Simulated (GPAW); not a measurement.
# YHSe (P-6m2): G0W0 on several meshes in GPAW

Wanted: mesh dependence and cost of G0W0 for YHSe (P-6m2).

Method: LDA and many-body steps on it, plane waves, in GPAW 26.7.0.

### Step 1. The starting structure

The structure is hexagonal, space group P-6m2 (No. 187). The conventional cell has a = 3.841 Å, b = 3.841 Å, c = 3.916 Å, α = 90.00°, β = 90.00°, γ = 120.00°. Nearest to Y lie 3 H at 2.22 Å and 6 Se at 2.96 Å. Nearest to H lie 3 Y at 2.22 Å. Se has 6 H at 2.96 Å and 6 Y at 2.96 Å nearest. Farther neighbours and most contacts between anions are not listed.

Structure file:

```xyz
3
Lattice="3.8409 0.0000 0.0000 -1.9205 3.3263 0.0000 0.0000 0.0000 3.9155" Properties=species:S:1:pos:R:3 pbc="T T T"
Y     0.0000    0.0000    0.0000
H     0.0000    2.2176    0.0000
Se    1.9205    1.1088    1.9578
```

The cell and positions are those that the Materials Project relaxed with its own functionals (PBE, PBE+U or r2SCAN), kept fixed.

### Step 2. Empty states on the mesh, 3×3×4 mesh, 331 bands

This step: GPAW 26.7.0; DFT, LDA, plane waves, PAW.

The sums over transitions need many empty states on a uniform mesh; this step solves for them.

File run.py:

```python
import json
import numpy as np
from gpaw.mpi import world
from gpaw import GPAW

calc = GPAW('gs.gpw').fixed_density(kpts={'size': (3, 3, 4), 'gamma': True},
    parallel={'domain': 1, 'band': 1},
    txt='nscf.txt')
calc.diagonalize_full_hamiltonian(nbands=331)
calc.write('full.gpw', mode='all')
res = {}
kpts = calc.get_ibz_k_points()
res['kpts'] = kpts
res['eigenvalues'] = [calc.get_eigenvalues(kpt=k) for k in range(len(kpts))]
res['n_electrons'] = calc.get_number_of_electrons()

if world.rank == 0:
    with open('result.json', 'w') as f:
        json.dump(res, f, default=lambda x: x.tolist())
```

Run with:

```bash
$ mpirun -n 4 gpaw python run.py
```

Numbers of over 12 decimals in the logs are rounded to 6 here.

The log of the run:

```text
Diagonalizing LCAO Hamiltonian
Converting LCAO to pw mode
convergence criteria:
- Maximum integral of absolute [eigenst]ate change: 4e-08 eV^2 / valence electron
maximum number of iterations: 100

SCF iterations
|iter     |     time |      energy | eigst |  dens |
|iter:   1|  |             | +0.39 |       |
|iter:   2|  |             | -1.13 |       |
|iter:   3|  |             | -2.46 |       |
[...]
|iter:   7|  |             | -6.20 |       |
|iter:   8|  |             | -6.96 |       |
|iter:   9|  |             | -7.66c|       |
SCF steps: 9
  __  _  _
 | _ |_)|_||  |
 |__||  | ||/\| - 26.7.0

Input parameters:
  mode=PW(ecut=600.0),
  convergence={'density': 1e-06, 'bands': -3},
  gpts=array([24, 24, 24]),
  kpts=MonkhorstPack(size=(3, 3, 4), gamma=True),
  maxiter=100,
  nbands=16,
  occupations=Occupations(name='fermi-dirac', width=0.001, fixmagmom=False),
  parallel={'domain': 1, 'band': 1},
  xc=XC(name='LDA')
Matrix size: 1677x1677
# Writing to full.gpw (mode='all')
  [... matrices ...]

timing:  # [seconds]
  Total: 15.217  # ━━━━━━━━━━━━━━━━━━━━━━━━━━━━━━━━━━━━━━━━━━━━━━━━━━━━━━━━━━
```

Wall time 19 s (4 MPI ranks of Arm Neoverse V1, shared host); peak memory 1.6 GiB.

This step gave:

```
gap                                                           : 1.369 eV
k of the valence top                                          : 0, 0, 0.5
k of the conduction bottom                                    : 0, 0, 0
least direct gap                                              : 1.745 eV
k points computed                                             : 9
lowest point of the top converged band, above the valence top : 182.2117 eV
```

On this mesh the gap is 1.369 eV.

### Step 3. 3×3×4

Now the one-shot GW correction: screening in the RPA, then the self-energy of the levels asked for.

This step: G0W0 on LDA, plane waves, PAW.

File run.py:

```python
import json
import numpy as np
from gpaw.mpi import world
from gpaw.response.g0w0 import G0W0

gw = G0W0('full.gpw',
    filename='gw',
    kpts=[0, 2],
    bands=(7, 11),
    ecut=60,
    nbands=52,
    integrate_gamma='WS',
    ppa=True)
gw.calculate()
res = {mode: {k: v for k, v in r.items() if k != 'sigma_eskwn'}
       for mode, r in gw.all_results.items()}

if world.rank == 0:
    with open('result.json', 'w') as f:
        json.dump(res, f, default=lambda x: x.tolist())
```

Run with:

```bash
$ mpirun -n 4 gpaw python run.py
```

The log of the run:

```text
Using integrator: PointIntegrator
FrequencyGridDescriptor(from 0.000+0.000j to 0.000+27.211j eV, 2 points)
Nonperiodic BCs:  [False False False]
Using integrator: PointIntegrator
FrequencyGridDescriptor(from 0.000+0.000j to 0.000+27.211j eV, 2 points)
Nonperiodic BCs:  [False False False]
  ___  _ _ _
 |   || | | |
 | | || | | |
 |__ ||_____|
 |___|

BZ k-points: Symmetries present (total): 12

  [... matrices ...]
36 k-points: 3 x 3 x 4 Monkhorst-Pack grid + [0.000000,0.000000,1/8]
9 k-points in the irreducible part of the Brillouin zone
       k-points in crystal coordinates                weights
   0:     0.00000000    0.00000000    0.00000000          1/36
   1:     0.00000000    0.00000000    0.25000000          2/36
   2:     0.00000000    0.00000000    0.50000000          1/36
   3:     0.33333333    0.00000000    0.00000000          6/36
   4:     0.33333333    0.00000000    0.25000000         12/36
   5:     0.33333333    0.00000000    0.50000000          6/36
   6:     0.33333333    0.33333333    0.00000000          2/36
   7:     0.33333333    0.33333333    0.25000000          4/36
   8:     0.33333333    0.33333333    0.50000000          2/36

Distributing spins, k-points and bands (1 x 2 x 4) over 4 processes
Number of blocks: 1

Quasi particle states:
k-points (IBZ indices): [0, 2]
Band range: (7, 11)
  [... matrices ...]
Computational parameters:
Plane wave cut-off: 60 eV
Number of bands: 52
Coulomb cutoff: None
Broadening: 0.1 eV

fxc modes: GW
Kernel: RPA
Using Godby-Needs plasmon-pole approximation:
  Fitting energy: i*E0, E0 = 1.000 Hartree
Summing all q:

Calculating screened Coulomb potential
No Coulomb truncation
FrequencyGridDescriptor(from 0.000+0.000j to 0.000+27.211j eV, 2 points)
Removing empty qpoint cache files...

Calculating chi0 body with:
    Ground state adapter containing:
    Number of spins: 1
    Number of kpoints: 36
    Number of irreducible kpoints: 9
    Number of completely occupied states: 9
    Number of partially occupied states: 9
    Occupied states memory: 1.8984375 M / cpu

    Linear response parametrization:
    q_c: [0.0, 0.0, 0.0]
    Number of frequency points: 2
    Planewave cutoff: 60.0
    Number of bands: 52
    Number of planewaves: 59
    Broadening (eta): 1e-06
    comm.size: 4
    kncomm.size: 4
    blockcomm.size: 1

    Memory estimate of potentially large arrays:
        chi0_wGG: 0.106232 M / cpu
Integrating chi0 body.

Symmetries of q_c:
    Direct symmetries (Uq -> q): 12
    Indirect symmetries (TUq -> q): 12
In total 24 allowed symmetries.

  [... matrices ...]
9 groups of equivalent kpoints. 75.0% reduction.

Integral kind: response function
Integrating chi0 head and wings.

Symmetries of q_c:
    Direct symmetries (Uq -> q): 12
    Indirect symmetries (TUq -> q): 12
In total 24 allowed symmetries.

  [... matrices ...]
9 groups of equivalent kpoints. 75.0% reduction.

Integral kind: response function wings

Calculating chi0 body with:
    Ground state adapter containing:
    Number of spins: 1
    Number of kpoints: 36
    Number of irreducible kpoints: 9
    Number of completely occupied states: 9
    Number of partially occupied states: 9
    Occupied states memory: 1.8984375 M / cpu

    Linear response parametrization:
[... the further q-points ...]

Results:
f:      Occupation numbers
eps:     KS-eigenvalues [eV]
vxc:     KS vxc [eV]
exx:     Exact exchange [eV]
sigma:   Self-energies [eV]
dsigma:  Self-energy derivatives
Z:       Renormalization factors
qp:      QP-energies [eV]

k-point 0 (0): (0.000, 0.000, 0.000)                GW
band       f     eps     vxc     exx   sigma  dsigma       Z      qp
                                                                   GW
   7   1.000   5.377 -14.647 -16.683   2.102  -0.252   0.799   5.430
   8   1.000   5.377 -14.647 -16.683   2.102  -0.252   0.799   5.430
   9   0.000   8.301 -12.616  -7.790  -3.773  -0.231   0.813   9.156
  10   0.000  10.674 -15.340  -9.691  -4.095  -0.250   0.800  11.918

k-point 1 (2): (0.000, 0.000, 0.500)                GW
band       f     eps     vxc     exx   sigma  dsigma       Z      qp
                                                                   GW
   7   1.000   5.793 -15.227 -17.283   2.136  -0.249   0.801   5.858
   8   1.000   6.932 -14.069 -16.057   1.904  -0.246   0.803   6.865
   9   0.000   8.677 -13.782  -8.519  -3.848  -0.236   0.809   9.821
  10   0.000   8.677 -13.782  -8.519  -3.848  -0.236   0.809   9.821
```

It took 12 s on 4 MPI ranks; peak memory 1.1 GiB.

This step gave:

| Quantity | Value |
| --- | --- |
| G0W0 gap on the points computed | 2.291 eV |
| least direct G0W0 gap on the computed points | 2.956 eV |
| Z at the valence top | 0.8027 |
| Z at the conduction bottom | 0.8127 |
| starting gap on the mesh | 1.369 eV |
| k of the valence top | 0, 0, 0.5 |
| k of the conduction bottom | 0, 0, 0 |

The gap on the mesh goes from 1.37 eV to 2.29 eV, a correction of +0.92 eV.

### Step 4. Empty states on the mesh, 6×6×6 mesh, 62 bands

This step: DFT, LDA, plane waves, PAW.

File run.py:

```python
import json
import numpy as np
from gpaw.mpi import world
from gpaw import GPAW

calc = GPAW('gs.gpw').fixed_density(kpts={'size': (6, 6, 6), 'gamma': True},
    nbands=72,
    convergence={'bands': 62},
    txt='nscf.txt')
calc.write('full.gpw', mode='all')
res = {}
kpts = calc.get_ibz_k_points()
res['kpts'] = kpts
res['eigenvalues'] = [calc.get_eigenvalues(kpt=k) for k in range(len(kpts))]
res['n_electrons'] = calc.get_number_of_electrons()

if world.rank == 0:
    with open('result.json', 'w') as f:
        json.dump(res, f, default=lambda x: x.tolist())
```

Run with:

```bash
$ mpirun -n 4 gpaw python run.py
```

The log of the run:

```text
Diagonalizing LCAO Hamiltonian
Converting LCAO to pw mode
convergence criteria:
- Maximum integral of absolute [eigenst]ate change: 4e-08 eV^2 / valence electron
maximum number of iterations: 100

SCF iterations
|iter     |     time |      energy | eigst |  dens |
|iter:   1|  |             | +4.04 |       |
|iter:   2|  |             | +2.72 |       |
|iter:   3|  |             | +1.37 |       |
[...]
|iter:  13|  |             | -6.94 |       |
|iter:  14|  |             | -7.39 |       |
|iter:  15|  |             | -7.81c|       |
SCF steps: 15
  __  _  _
 | _ |_)|_||  |
 |__||  | ||/\| - 26.7.0

Input parameters:
  mode=PW(ecut=600.0),
  convergence={'bands': 62},
  gpts=array([24, 24, 24]),
  kpts=MonkhorstPack(size=(6, 6, 6), gamma=True),
  maxiter=100,
  nbands=72,
  occupations=Occupations(name='fermi-dirac', width=0.001, fixmagmom=False),
  parallel={},
  xc=XC(name='LDA')
# Writing to full.gpw (mode='all')
  [... matrices ...]

timing:  # [seconds]
  Total: 0.043  # ━━━━━━━━━━━━━━━━━━━━━━━━━━━━━━━━━━━━━━━━━━━━━━━━━━━━━━━━━━━
```

It took 27 s on 4 MPI ranks; peak memory 0.77 GiB; 1.8 min of CPU time.

Numbers from this step:

| Property | Result |
| --- | --- |
| gap | 1.369 eV |
| k of the valence top | 0, 0, 0.5 |
| k of the conduction bottom | 0, 0, 0 |
| least direct gap | 1.745 eV |
| k points computed | 28 |
| lowest point of the top converged band, above the valence top | 46.71 eV |

On this mesh the gap is 1.369 eV.

### Step 5. 6×6×6

This step: G0W0 on LDA, plane waves, PAW.

File run.py:

```python
import json
import numpy as np
from gpaw.mpi import world
from gpaw.response.g0w0 import G0W0

gw = G0W0('full.gpw',
    filename='gw',
    kpts=[0, 3],
    bands=(7, 11),
    ecut=60,
    nbands=52,
    integrate_gamma='WS',
    ppa=True)
gw.calculate()
res = {mode: {k: v for k, v in r.items() if k != 'sigma_eskwn'}
       for mode, r in gw.all_results.items()}

if world.rank == 0:
    with open('result.json', 'w') as f:
        json.dump(res, f, default=lambda x: x.tolist())
```

Run with:

```bash
$ mpirun -n 4 gpaw python run.py
```

The log of the run:

```text
Using integrator: PointIntegrator
FrequencyGridDescriptor(from 0.000+0.000j to 0.000+27.211j eV, 2 points)
Nonperiodic BCs:  [False False False]
Using integrator: PointIntegrator
FrequencyGridDescriptor(from 0.000+0.000j to 0.000+27.211j eV, 2 points)
Nonperiodic BCs:  [False False False]
  ___  _ _ _
 |   || | | |
 | | || | | |
 |__ ||_____|
 |___|

BZ k-points: Symmetries present (total): 12

  [... matrices ...]
216 k-points: 6 x 6 x 6 Monkhorst-Pack grid + [1/12,1/12,1/12]
28 k-points in the irreducible part of the Brillouin zone
       k-points in crystal coordinates                weights
   0:     0.00000000    0.00000000    0.00000000          1/216
   1:     0.00000000    0.00000000    0.16666667          2/216
   2:     0.00000000    0.00000000    0.33333333          2/216
[...]
9:     0.33333333   -0.16666667    0.16666667         12/216
          ...
  27:     0.50000000    0.50000000    0.50000000          3/216

Distributing spins, k-points and bands (1 x 2 x 4) over 4 processes
Number of blocks: 1

Quasi particle states:
k-points (IBZ indices): [0, 3]
Band range: (7, 11)
  [... matrices ...]
Computational parameters:
Plane wave cut-off: 60 eV
Number of bands: 52
Coulomb cutoff: None
Broadening: 0.1 eV

fxc modes: GW
Kernel: RPA
Using Godby-Needs plasmon-pole approximation:
  Fitting energy: i*E0, E0 = 1.000 Hartree
Summing all q:

Calculating screened Coulomb potential
No Coulomb truncation
FrequencyGridDescriptor(from 0.000+0.000j to 0.000+27.211j eV, 2 points)
Removing empty qpoint cache files...

Calculating chi0 body with:
    Ground state adapter containing:
    Number of spins: 1
    Number of kpoints: 216
    Number of irreducible kpoints: 28
    Number of completely occupied states: 9
[...]
q_c: [1.3877787807814457e-17, 1.3877787807814457e-17, 1.3877787807814457e-17]
    Number of frequency points: 2
    Planewave cutoff: 60.0
    Number of bands: 52
    Number of planewaves: 59
    Broadening (eta): 1e-06
    comm.size: 4
    kncomm.size: 4
    blockcomm.size: 1

    Memory estimate of potentially large arrays:
        chi0_wGG: 0.106232 M / cpu
Integrating chi0 body.

Symmetries of q_c:
    Direct symmetries (Uq -> q): 12
    Indirect symmetries (TUq -> q): 12
In total 24 allowed symmetries.

  [... matrices ...]
28 groups of equivalent kpoints. 87.037037% reduction.

Integral kind: response function
Integrating chi0 head and wings.

Symmetries of q_c:
    Direct symmetries (Uq -> q): 12
    Indirect symmetries (TUq -> q): 12
In total 24 allowed symmetries.

  [... matrices ...]
28 groups of equivalent kpoints. 87.037037% reduction.

Integral kind: response function wings

Calculating chi0 body with:
    Ground state adapter containing:
    Number of spins: 1
    Number of kpoints: 216
    Number of irreducible kpoints: 28
    Number of completely occupied states: 9
    Number of partially occupied states: 9
[... the further q-points ...]

Results:
f:      Occupation numbers
eps:     KS-eigenvalues [eV]
vxc:     KS vxc [eV]
exx:     Exact exchange [eV]
sigma:   Self-energies [eV]
dsigma:  Self-energy derivatives
Z:       Renormalization factors
qp:      QP-energies [eV]

k-point 0 (0): (0.000, 0.000, 0.000)                GW
band       f     eps     vxc     exx   sigma  dsigma       Z      qp
                                                                   GW
   7   1.000   5.377 -14.647 -16.516   1.920  -0.249   0.801   5.418
   8   1.000   5.377 -14.647 -16.516   1.920  -0.249   0.801   5.418
   9   0.000   8.301 -12.616  -8.071  -3.496  -0.226   0.816   9.157
[...]
k-point 1 (3): (0.000, 0.000, 0.500)                GW
band       f     eps     vxc     exx   sigma  dsigma       Z      qp
                                                                   GW
[...]
9   0.000   8.677 -13.782  -8.660  -3.688  -0.233   0.811   9.839
  10   0.000   8.677 -13.782  -8.660  -3.688  -0.233   0.811   9.839
```

Elapsed: 96 s, on 4 MPI ranks; peak memory 1.6 GiB.

Numbers from this step:

```yaml
g0w0_gap_on_the_points_computed: 2.278 eV
least_direct_g0w0_gap_on_the_computed_points: 2.961 eV
z_at_the_valence_top: 0.8053
z_at_the_conduction_bottom: 0.8159
starting_gap_on_the_mesh: 1.369 eV
k_of_the_valence_top: 0, 0, 0.5
k_of_the_conduction_bottom: 0, 0, 0
```

Against G0W0 in GPAW (3×3×4 mesh, 52 bands, screening to 60 eV, Godby-Needs plasmon pole), the gap moves by −0.013 eV.

### Step 6. Side by side

Times are wall times on 4 MPI ranks of Arm Neoverse V1, shared host, good to a factor of about two.

| run | mesh | bands | screening cutoff (eV) | DFT gap (eV) | gap on the mesh (eV) | direct (eV) | time |
| --- | --- | --- | --- | --- | --- | --- | --- |
| 3×3×4 | 3×3×4 | 52 | 60 | 1.369 | 2.291 | 2.956 | 12 s |
| 6×6×6 | 6×6×6 | 52 | 60 | 1.369 | 2.278 | 2.961 | 96 s |

### Step 7. What came out

* 3×3×4: 2.291 eV
* 6×6×6: 2.278 eV
* known limits: not at the basis limit; no spin-orbit coupling; coarse k mesh

In words: 6×6×6: −0.013 eV against 3×3×4. Bands and cutoff are finite, so the gap is not at the basis limit. The miss can reach some tenths of an eV and take either sign; the mesh is an error of its own. These stock PAW sets were not made for GW; the filled d or f shell of Se lies in the frozen core, which bears on start and correction. In the G0W0 runs levels were corrected at 2 k points alone, so a gap called «on the mesh» is the least over those, and an edge elsewhere would be missed. The 3×3×4 mesh is coarse for this cell, which bears on the long-range parts of exchange and screening. The many-body steps are scalar-relativistic: spin-orbit coupling is not in them.

[Paths, hosts, dates, memory and timing lines, banners, echoed tables and standing remarks are left out of the program output.]

[Logs are printed without paths, hosts, clocks, repeated set-up lines and the standing remarks that a program may print on its own settings, such as how far it seeks lower states.]

[Runs of the session that timed out or met a known fault of the program may be left out.]

[Hosts, paths, dates, database ids (printed as entryN), source tags and the programs' standing remarks are cut or masked in the printed files.]
